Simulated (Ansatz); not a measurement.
# Ab initio dynamics of molten SrBr2 (117 atoms)

Aim: follow SrBr2 (117 atoms) in the fluid state with forces from DFT, and read its local order and motion.

Program: Ansatz 0.2.0. Level of theory: Kohn-Sham DFT, PBE+D3(BJ), PAW (set soft_2), plane waves. Results are calculated unless marked as measured.

## Step 1: Set-up

The cell holds 117 atoms: 39 Sr and 78 Br. Its edges and angles: a = 16.326 Å, b = 16.326 Å, c = 16.326 Å, α = 90.0°, β = 90.0°, γ = 90.0°. 117 atoms (39 Sr, 78 Br) packed at random in a cube at 3.68 g/cm³ and pushed apart as soft spheres, cations and anions kept from their own kind; a start for melting by ab initio MD, not an equilibrated structure. The density is the measured one of the melt at 950 K (3.6822 g/cm³).

What the set-up can't give: Only the Γ point is sampled, in a cell whose shortest periodic width is 16 Å.

## Step 2: Single point at the start

A single point comes first, to see the forces before anything moves.

Input file input.yaml:

```yaml
crystal:
  lattice:
    - [16.3262, 0.0, 0.0]
    - [0.0, 16.3262, 0.0]
    - [0.0, 0.0, 16.3262]
  atoms:
    - { symbol: Sr, position: [0.97759, 0.13059, 0.54468] }
    - { symbol: Sr, position: [0.28892, 0.70516, 0.00761] }
    - { symbol: Sr, position: [0.18695, 0.7972, 0.82443] }
    - { symbol: Sr, position: [0.82497, 0.25914, 0.14085] }
    [... 107 atom lines left out ...]
    - { symbol: Br, position: [0.07571, 0.69479, 0.71109] }
    - { symbol: Br, position: [0.63782, 0.51401, 0.13887] }
    - { symbol: Br, position: [0.03176, 0.76664, 0.45193] }
    - { symbol: Br, position: [0.40696, 0.85597, 0.53952] }
    - { symbol: Br, position: [0.07593, 0.54211, 0.53594] }
    - { symbol: Br, position: [0.61339, 0.77943, 0.47757] }
kpoints:
  mp_grid: { grid: [1, 1, 1] }
hamiltonian:
  xc: pbe
  dispersion: d3bj
scf:
  occupations: { method: fermi_dirac, width: 0.122 }
output:
  forces: true
```

Run with:

```
ansatz run input.yaml --threads 32 --pin off --max-ram 143360MiB --backend cuda --events-out ev --progress --plain --runs-dir out
```

The job ended after 2.3 s (1 × NVIDIA GB200 with 32 threads of Arm Neoverse V2, shared host; peak memory 1.9 GiB).

That memory is the host's; the program planned up to 8.6 GiB on the GPU. Forces of this run were stored rounded, and per-atom blocks of the log weren't kept.

Read from the output:

- free energy: -355515.1076 eV
- free energy per atom: -3038.5907 eV/atom
- SCF cycles: 11
- r.m.s. force component: 0.676 eV/Å
- longest force: 2.791 eV/Å
- Fermi energy: 3.794 eV

The r.m.s. force component of 0.68 eV/Å sets the starting point.

Length of the force by element:

| element | coordination | atoms | mean length of the force (eV/Å) | spread | least | most |
| --- | --- | --- | --- | --- | --- | --- |
| Br | all | 78 | 0.727 | 0.355 | 0.086 | 1.62 |
| Sr | all | 39 | 1.58 | 0.565 | 0.297 | 2.79 |

## Step 3: Melting at 1420 K

The random start is held at a high temperature, to make it forget its packing.

Edit input.yaml of step 2 so:

```diff
@@ -16 +16,8 @@
   forces: true
+md:
+  timestep: 3
+  n_steps: 300
+  ensemble: nvt_langevin
+  temperature: 1420
+  initial_velocities: maxwell_boltzmann
+  seed: 8623
```

It took 3.4 min on 1 × NVIDIA GB200 with 32 threads; peak memory 1.9 GiB.

That memory is the host's.

The program notes that it switched symmetry off.

Rows from the run:

| time (fs) | T (K) | potential (meV/atom) |
| --- | --- | --- |
| 0.0 | 1408 | 0.0 |
| 60.0 | 1663 | -77.0 |
| 120.0 | 1772 | -157.8 |
| 180.0 | 1923 | -215.5 |
| 240.0 | 1597 | -255.1 |
| 300.0 | 1653 | -260.1 |
| 360.0 | 1493 | -291.8 |
| 420.0 | 1573 | -307.9 |
| 480.0 | 1388 | -319.5 |
| 540.0 | 1348 | -338.3 |
| 600.0 | 1461 | -341.6 |
| 660.0 | 1613 | -329.9 |
| 720.0 | 1389 | -328.8 |
| 780.0 | 1528 | -334.5 |
| 840.0 | 1457 | -336.2 |
| 900.0 | 1725 | -343.1 |

Mean square displacement from the first frame to the last: Sr 2.4 Å², Br 2.3 Å².

Table of mean square displacement by time lag:

| time lag (fs) | Br (Å²) | Sr (Å²) |
| --- | --- | --- |
| 3 | 4.3e-4 | 3.9e-4 |
| 21 | 0.0198 | 0.0178 |
| 39 | 0.0628 | 0.0560 |
| 57 | 0.122 | 0.107 |
| 96 | 0.273 | 0.234 |
| 114 | 0.343 | 0.292 |
| 132 | 0.408 | 0.348 |
| 150 | 0.469 | 0.403 |
| 168 | 0.525 | 0.457 |
| 189 | 0.586 | 0.517 |
| 207 | 0.635 | 0.567 |
| 243 | 0.724 | 0.659 |
| 261 | 0.766 | 0.701 |
| 282 | 0.813 | 0.749 |
| 300 | 0.852 | 0.790 |
| 318 | 0.891 | 0.830 |
| 336 | 0.928 | 0.871 |
| 354 | 0.965 | 0.914 |
| 393 | 1.04 | 1.01 |
| 411 | 1.08 | 1.06 |
| 429 | 1.11 | 1.11 |
| 450 | 1.15 | 1.17 |

Over the second half of 900 fs the temperature averages 1469 K with swings of 103 K r.m.s. From first frame to last Sr has the largest mean square displacement, 2.4 Å² at the end; the farthest move is 3.55 Å. By the end of the lags followed (0.45 ps), the least mobile element has a mean square displacement of 1.2 Å², too little over such short lags to show that the memory of the start is lost. The run spans 0.90 ps, too short for its means to be equilibrium values.

## Step 4: Brought to 950 K

A Langevin thermostat brings the cell to the temperature of interest.

Input file input.yaml:

```yaml
crystal:
  lattice:
    - [16.3262, 0.0, 0.0]
    - [0.0, 16.3262, 0.0]
    - [0.0, 0.0, 16.3262]
  atoms:
    - { symbol: Sr, position: [0.95388, 0.06691, 0.64596] }
    - { symbol: Sr, position: [0.28867, 0.67431, 0.98512] }
    - { symbol: Sr, position: [0.06872, 0.81409, 0.77955] }
    - { symbol: Sr, position: [0.83045, 0.26264, 0.08412] }
    [... 107 atom lines left out ...]
    - { symbol: Br, position: [0.05442, 0.65411, 0.67738] }
    - { symbol: Br, position: [0.6541, 0.40747, 0.10271] }
    - { symbol: Br, position: [0.16526, 0.76892, 0.39308] }
    - { symbol: Br, position: [0.41425, 0.83679, 0.57396] }
    - { symbol: Br, position: [0.99294, 0.56783, 0.46112] }
    - { symbol: Br, position: [0.62742, 0.8214, 0.47835] }
kpoints:
  mp_grid: { grid: [1, 1, 1] }
hamiltonian:
  xc: pbe
  dispersion: d3bj
scf:
  occupations: { method: fermi_dirac, width: 0.082 }
output:
  forces: true
md:
  timestep: 3
  n_steps: 310
  ensemble: nvt_langevin
  temperature: 950
  initial_velocities: maxwell_boltzmann
  seed: 7992
```

The job ended after 2.9 min (1 × NVIDIA GB200 with 32 threads; peak memory 1.7 GiB; 13 min of CPU time).

That memory is the host's.

Rows from the run:

| time (fs) | T (K) | potential (meV/atom) |
| --- | --- | --- |
| 0.0 | 942 | 0.0 |
| 60.0 | 1014 | -27.4 |
| 132.0 | 1009 | -35.5 |
| 186.0 | 1012 | -49.0 |
| 240.0 | 963 | -51.1 |
| 312.0 | 1014 | -64.3 |
| 372.0 | 884 | -57.2 |
| 432.0 | 1002 | -63.3 |
| 504.0 | 1001 | -64.2 |
| 558.0 | 851 | -62.1 |
| 612.0 | 855 | -70.7 |
| 684.0 | 1005 | -80.5 |
| 744.0 | 875 | -81.7 |
| 804.0 | 787 | -79.6 |
| 876.0 | 925 | -78.5 |
| 930.0 | 1009 | -75.0 |

Mean square displacement from the first frame to the last: Sr 1.1 Å², Br 1.3 Å².

Table of mean square displacement by time lag:

| time lag (fs) | Br (Å²) | Sr (Å²) |
| --- | --- | --- |
| 3 | 2.6e-4 | 2.5e-4 |
| 21 | 0.0120 | 0.0112 |
| 39 | 0.0381 | 0.0355 |
| 60 | 0.0809 | 0.0740 |
| 99 | 0.175 | 0.153 |
| 117 | 0.219 | 0.187 |
| 135 | 0.260 | 0.217 |
| 156 | 0.306 | 0.248 |
| 174 | 0.342 | 0.271 |
| 195 | 0.381 | 0.297 |
| 213 | 0.413 | 0.318 |
| 252 | 0.480 | 0.364 |
| 270 | 0.510 | 0.386 |
| 291 | 0.544 | 0.413 |
| 309 | 0.572 | 0.435 |
| 330 | 0.604 | 0.462 |
| 348 | 0.630 | 0.484 |
| 366 | 0.656 | 0.506 |
| 405 | 0.712 | 0.555 |
| 426 | 0.744 | 0.582 |
| 444 | 0.772 | 0.606 |
| 465 | 0.807 | 0.635 |

Over the second half of 930 fs the temperature averages 923 K with swings of 70 K r.m.s. From first frame to last Br has the largest mean square displacement, 1.3 Å² at the end; the farthest move is 2.53 Å. The run spans 0.93 ps, too short for its means to be equilibrium values.

## Step 5: Liquid at 950 K

The hot cell is sampled with a Nosé–Hoover thermostat, which disturbs diffusion little, and with stress on.

Input file input.yaml:

```yaml
crystal:
  lattice:
    - [16.3262, 0.0, 0.0]
    - [0.0, 16.3262, 0.0]
    - [0.0, 0.0, 16.3262]
  atoms:
    - { symbol: Sr, position: [0.94169, 0.01769, 0.63104] }
    - { symbol: Sr, position: [0.32721, 0.62177, 0.98788] }
    - { symbol: Sr, position: [0.05697, 0.8096, 0.81] }
    - { symbol: Sr, position: [0.76877, 0.27694, 0.20319] }
    [... 107 atom lines left out ...]
    - { symbol: Br, position: [0.05112, 0.6898, 0.66824] }
    - { symbol: Br, position: [0.63069, 0.44777, 0.1294] }
    - { symbol: Br, position: [0.11977, 0.7521, 0.39402] }
    - { symbol: Br, position: [0.41718, 0.78151, 0.63112] }
    - { symbol: Br, position: [0.997, 0.56282, 0.47527] }
    - { symbol: Br, position: [0.62322, 0.77736, 0.50879] }
kpoints:
  mp_grid: { grid: [1, 1, 1] }
hamiltonian:
  xc: pbe
  dispersion: d3bj
scf:
  occupations: { method: fermi_dirac, width: 0.082 }
output:
  forces: true
  stress: true
md:
  timestep: 3
  n_steps: 1530
  ensemble: nvt_nose_hoover
  temperature: 950
  initial_velocities: maxwell_boltzmann
  seed: 2631
```

The job ended after 15 min (1 × NVIDIA GB200 with 32 threads; peak memory 1.8 GiB; 74 min of CPU time).

That memory is the host's.

The program notes that the SCF threshold is loose for the stress.

The trajectory, sampled:

| time (fs) | T (K) | potential (meV/atom) | conserved (meV/atom) |
| --- | --- | --- | --- |
| 0.0 | 950 | 0.0 | 0.00 |
| 336.0 | 948 | -24.6 | -0.01 |
| 624.0 | 1044 | -22.8 | -0.02 |
| 918.0 | 1008 | -26.0 | -0.01 |
| 1200.0 | 1063 | -36.0 | -0.03 |
| 1536.0 | 1130 | -25.4 | -0.01 |
| 1836.0 | 904 | -29.4 | -0.01 |
| 2160.0 | 953 | -15.2 | -0.02 |
| 2496.0 | 968 | -19.1 | 0.00 |
| 2754.0 | 828 | -30.3 | -0.02 |
| 3072.0 | 964 | -21.1 | -0.01 |
| 3408.0 | 958 | 0.4 | 0.00 |
| 3672.0 | 949 | -26.6 | -0.01 |
| 3984.0 | 952 | -45.2 | -0.02 |
| 4272.0 | 987 | -19.6 | 0.00 |
| 4590.0 | 879 | -36.8 | -0.02 |

Mean square displacement from the first frame to the last: Sr 4.7 Å², Br 6.2 Å².

The mean square displacement by time lag:

| time lag (fs) | Br (Å²) | Sr (Å²) |
| --- | --- | --- |
| 3 | 2.6e-4 | 2.4e-4 |
| 96 | 0.212 | 0.187 |
| 192 | 0.518 | 0.427 |
| 288 | 0.732 | 0.622 |
| 384 | 0.908 | 0.782 |
| 480 | 1.06 | 0.907 |
| 576 | 1.20 | 1.02 |
| 669 | 1.32 | 1.12 |
| 765 | 1.44 | 1.21 |
| 861 | 1.57 | 1.30 |
| 957 | 1.69 | 1.38 |
| 1053 | 1.81 | 1.46 |
| 1149 | 1.94 | 1.54 |
| 1242 | 2.08 | 1.62 |
| 1338 | 2.22 | 1.71 |
| 1434 | 2.35 | 1.82 |
| 1530 | 2.48 | 1.94 |
| 1626 | 2.62 | 2.06 |
| 1722 | 2.77 | 2.18 |
| 1815 | 2.91 | 2.31 |
| 1911 | 3.07 | 2.44 |
| 2007 | 3.23 | 2.55 |
| 2103 | 3.39 | 2.63 |
| 2199 | 3.55 | 2.71 |
| 2295 | 3.69 | 2.77 |

The vibrational density of states has structure finer than the step of the table below, so its rows give means over 50 cm⁻¹, whole bins alone (the curve runs from 0 to 1498 cm⁻¹). Peaks (cm⁻¹: height): Br 59.0: 5.63, 90.8: 5.71; Sr 54.5: 2.32, 118.0: 1.95.

From 1225 steps of 3.0 fs, resolution about 9 cm-1. Vibrational density of states against wavenumber; means over each step; values in 1e-3 per cm⁻¹:

| wavenumber (cm⁻¹) | Br | Sr |
| --- | --- | --- |
| 50 | 4.79 | 2.11 |
| 100 | 4.72 | 1.87 |
| 150 | 1.98 | 1.58 |
| 200 | 0.384 | 0.368 |
| 250 | 0.0798 | 0.0744 |
| 300 | 0.0260 | 0.0234 |
| 350 | 0.00871 | 0.00779 |
| 400 | 0.00265 | 0.00216 |
| 450 | 8.8e-4 | 7.4e-4 |
| 500 | 3.4e-4 | 2.9e-4 |
| 550 | 1.1e-4 | 9.8e-5 |

Over the second half of 4590 fs the temperature averages 951 K with swings of 63 K r.m.s. The conserved energy stays within 0.04 meV/atom. From first frame to last Br has the largest mean square displacement, 6.2 Å² at the end; the farthest move is 5.58 Å. By the end of the lags followed (2.29 ps), the least mobile element has a mean square displacement of 2.8 Å². The slope of the later half of the mean square displacement gives diffusion coefficients of about 2.6e-5 cm²/s (Br) and 1.9e-5 cm²/s (Sr); over so short a run these are rough. Distinct peaks of the vibrational density of states (Br) stand at 59 and 91 cm⁻¹; the one at 90.8 cm⁻¹ is strongest. The run spans 4.59 ps, short against slow rearrangements.

## Step 6: Local order late in the run

The g(r) is a mean over the second half; what follows it is taken at the last frame.

Density 3.68 g/cm³, 37.19 Å³ an atom.

Mean of 14 frames. Pair distribution functions g(r), in bins of 0.2 Å:

| r (Å) | total | Br-Br | Br-Sr | Sr-Sr |
| --- | --- | --- | --- | --- |
| 2.60 | 0.06 | 0.00 | 0.14 | 0.00 |
| 2.80 | 0.85 | 0.00 | 1.91 | 0.00 |
| 3.00 | 1.99 | 0.03 | 4.45 | 0.00 |
| 3.20 | 1.77 | 0.23 | 3.75 | 0.02 |
| 3.40 | 1.32 | 0.78 | 2.19 | 0.00 |
| 3.60 | 1.23 | 1.63 | 1.12 | 0.02 |
| 3.80 | 1.29 | 2.15 | 0.74 | 0.10 |
| 4.00 | 1.15 | 2.05 | 0.48 | 0.21 |
| 4.20 | 1.08 | 1.85 | 0.44 | 0.53 |
| 4.40 | 0.93 | 1.39 | 0.41 | 1.21 |
| 4.60 | 0.88 | 1.11 | 0.43 | 1.69 |
| 4.80 | 0.82 | 0.89 | 0.48 | 1.93 |
| 5.00 | 0.83 | 0.83 | 0.53 | 2.03 |
| 5.20 | 0.82 | 0.73 | 0.63 | 1.90 |
| 5.40 | 0.87 | 0.76 | 0.73 | 1.90 |
| 5.60 | 0.94 | 0.84 | 0.87 | 1.61 |
| 5.80 | 0.99 | 0.92 | 0.99 | 1.31 |
| 6.00 | 1.08 | 1.00 | 1.13 | 1.20 |
| 6.20 | 1.07 | 0.95 | 1.26 | 0.83 |
| 6.40 | 1.04 | 0.88 | 1.27 | 0.74 |
| 6.60 | 1.05 | 0.91 | 1.29 | 0.59 |
| 6.80 | 1.06 | 0.89 | 1.33 | 0.62 |
| 7.00 | 1.04 | 0.97 | 1.23 | 0.60 |
| 7.20 | 1.04 | 1.02 | 1.15 | 0.64 |
| 7.40 | 1.01 | 1.08 | 1.03 | 0.62 |
| 7.60 | 0.99 | 1.07 | 1.00 | 0.65 |
| 7.80 | 1.02 | 1.14 | 0.95 | 0.84 |

Bonds by pair of elements; cutoffs follow the first minimum of g(r), held within bounds set by covalent radii, and pairs that aren't listed don't count as bonded:

| pair A-B | cutoff (Å) | bonds | mean length (Å) | spread (Å) | shortest (Å) | B about A | A about B |
| --- | --- | --- | --- | --- | --- | --- | --- |
| Br-Sr | 4.18 | 281 | 3.31 | 0.34 | 2.71 | 3.60 | 7.21 |

How many atoms have how many bonded neighbours:

| element | mean | 2 | 3 | 4 | 5 | 6 | 7 | 8 | 9 |
| --- | --- | --- | --- | --- | --- | --- | --- | --- | --- |
| Br | 3.60 | 2 | 29 | 45 | 2 | 0 | 0 | 0 | 0 |
| Sr | 7.21 | 0 | 0 | 0 | 0 | 6 | 20 | 12 | 1 |

Bond angles (no mean is given where the spread exceeds 20°):

| angle | count | mean (°) | spread (°) |
| --- | --- | --- | --- |
| Sr-Br-Sr | 379 | - | - |

Bond length by coordination (bonds to H left out):

| element | coordination | atoms | mean bond length (Å) |
| --- | --- | --- | --- |
| Br | 2 | 2 | 2.88 |
| Br | 3 | 29 | 3.21 |
| Br | 4 | 45 | 3.35 |
| Br | 5 | 2 | 3.52 |
| Sr | 6 | 6 | 3.21 |
| Sr | 7 | 20 | 3.27 |
| Sr | 8 | 12 | 3.39 |
| Sr | 9 | 1 | 3.39 |

First main peaks of g(r), for some of the pairs, lie near 3.1 Å (Br-Sr). By these cutoffs 58 % of Br atoms have 4 and 51 % of Sr atoms have 7 bonded neighbours. Bonds at Br atoms with 3 neighbours average 3.21 Å, against 3.35 Å at those with 4.

(Continued in part 2 of 2.)

[Logs are printed without paths, hosts, clocks, repeated set-up lines and the standing remarks that a program may print on its own settings, such as how far it seeks lower states.]

[Hosts, paths, dates, database ids (printed as entryN), source tags and the programs' standing remarks are cut or masked in the printed files.]
